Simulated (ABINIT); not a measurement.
Planning a run of ABINIT 10.8.3 on MoS2 (P6_3/mmc). The input:

```
acell 3*1.0 Angstrom
rprim 
  3.169000000004 -0.000000000001 0.000000000000
  -1.584500000001 2.744434504597 0.000000000000
  0.000000000000 0.000000000000 12.324000000000
ntypat 2
znucl 42 16
natom 6
typat 1 1 2 2 2 2
xred 
  0.333333333333 0.666666666667 0.250000000000
  0.666666666667 0.333333333333 0.750000000000
  0.333333333333 0.666666666667 0.623000000000
  0.666666666667 0.333333333333 0.123000000000
  0.333333333333 0.666666666667 0.877000000000
  0.666666666667 0.333333333333 0.377000000000
pp_dirpath "pseudos"
pseudos "Mo.upf, S.upf"
ecut 36
iscf -2
irdden 1
kptopt 0
nkpt 75
kpt 
  0.00000000 0.00000000 0.00000000
  0.06250000 0.00000000 0.00000000
  0.12500000 0.00000000 0.00000000
  0.18750000 0.00000000 0.00000000
  0.25000000 0.00000000 0.00000000
  0.31250000 0.00000000 0.00000000
  0.37500000 0.00000000 0.00000000
  0.43750000 0.00000000 0.00000000
  0.50000000 0.00000000 0.00000000
  0.47916667 0.04166667 0.00000000
  0.45833333 0.08333333 0.00000000
  0.43750000 0.12500000 0.00000000
  0.41666666 0.16666666 0.00000000
  0.39583333 0.20833333 0.00000000
  0.37500000 0.25000000 0.00000000
  0.35416666 0.29166666 0.00000000
  0.33333333 0.33333333 0.00000000
  0.29166666 0.29166666 0.00000000
  0.25000000 0.25000000 0.00000000
  0.20833333 0.20833333 0.00000000
  0.16666666 0.16666666 0.00000000
  0.12500000 0.12500000 0.00000000
  0.08333333 0.08333333 0.00000000
  0.04166667 0.04166667 0.00000000
  0.00000000 0.00000000 0.00000000
  0.00000000 0.00000000 0.06250000
  0.00000000 0.00000000 0.12500000
  0.00000000 0.00000000 0.18750000
  0.00000000 0.00000000 0.25000000
  0.00000000 0.00000000 0.31250000
  0.00000000 0.00000000 0.37500000
  0.00000000 0.00000000 0.43750000
  0.00000000 0.00000000 0.50000000
  0.06250000 0.00000000 0.50000000
  0.12500000 0.00000000 0.50000000
  0.18750000 0.00000000 0.50000000
  0.25000000 0.00000000 0.50000000
  0.31250000 0.00000000 0.50000000
  0.37500000 0.00000000 0.50000000
  0.43750000 0.00000000 0.50000000
  0.50000000 0.00000000 0.50000000
  0.47916667 0.04166667 0.50000000
  0.45833333 0.08333333 0.50000000
  0.43750000 0.12500000 0.50000000
  0.41666666 0.16666666 0.50000000
  0.39583333 0.20833333 0.50000000
  0.37500000 0.25000000 0.50000000
  0.35416666 0.29166666 0.50000000
  0.33333333 0.33333333 0.50000000
  0.29166666 0.29166666 0.50000000
  0.25000000 0.25000000 0.50000000
  0.20833333 0.20833333 0.50000000
  0.16666666 0.16666666 0.50000000
  0.12500000 0.12500000 0.50000000
  0.08333333 0.08333333 0.50000000
  0.04166667 0.04166667 0.50000000
  0.00000000 0.00000000 0.50000000
  0.50000000 0.00000000 0.50000000
  0.50000000 0.00000000 0.43750000
  0.50000000 0.00000000 0.37500000
  0.50000000 0.00000000 0.31250000
  0.50000000 0.00000000 0.25000000
  0.50000000 0.00000000 0.18750000
  0.50000000 0.00000000 0.12500000
  0.50000000 0.00000000 0.06250000
  0.50000000 0.00000000 0.00000000
  0.33333333 0.33333333 0.50000000
  0.33333333 0.33333333 0.43750000
  0.33333333 0.33333333 0.37500000
  0.33333333 0.33333333 0.31250000
  0.33333333 0.33333333 0.25000000
  0.33333333 0.33333333 0.18750000
  0.33333333 0.33333333 0.12500000
  0.33333333 0.33333333 0.06250000
  0.33333333 0.33333333 0.00000000
istwfk *1
nband 38
nbdbuf 7
tolwfr 1e-07
nstep 50
prtwf 0
prtvol 0
indata_prefix "in"
outdata_prefix "out"
tmpdata_prefix "tmp"
```

The database entry behind the starting cell differs from later determinations by our own check (about 0.3 % long), so it need not match the best structure at ambient conditions.

```sh
OMP_NUM_THREADS=1 mpirun -n 4 abinit run.abi > log
```

Q: How long will it take on 4 MPI ranks of Arm Neoverse V1, shared host, and how much memory?

It took 94 s; on shared hardware allow 47 s to 3.1 min. Peak host memory was 0.63 GiB.

[Paths, hosts, dates, memory and timing lines, banners, echoed tables and standing remarks are left out of the program output.]

[Logs are printed without paths, hosts, clocks, repeated set-up lines and the standing remarks that a program may print on its own settings, such as how far it seeks lower states.]

[Runs of the session that timed out or met a known fault of the program may be left out.]

[Hosts, paths, dates, database ids (printed as entryN), source tags and the programs' standing remarks are cut or masked in the printed files.]

[G0W0 gaps are taken among the corrected bands and points alone; a level outside them can change the order at an edge.]

[Where Ansatz stands beside ABINIT at settings called matched, ABINIT's density can come from a denser mesh and the files from another edition; pairs whose starting gaps differed by over 0.03 eV were left out, so agreement reads better than it is.]
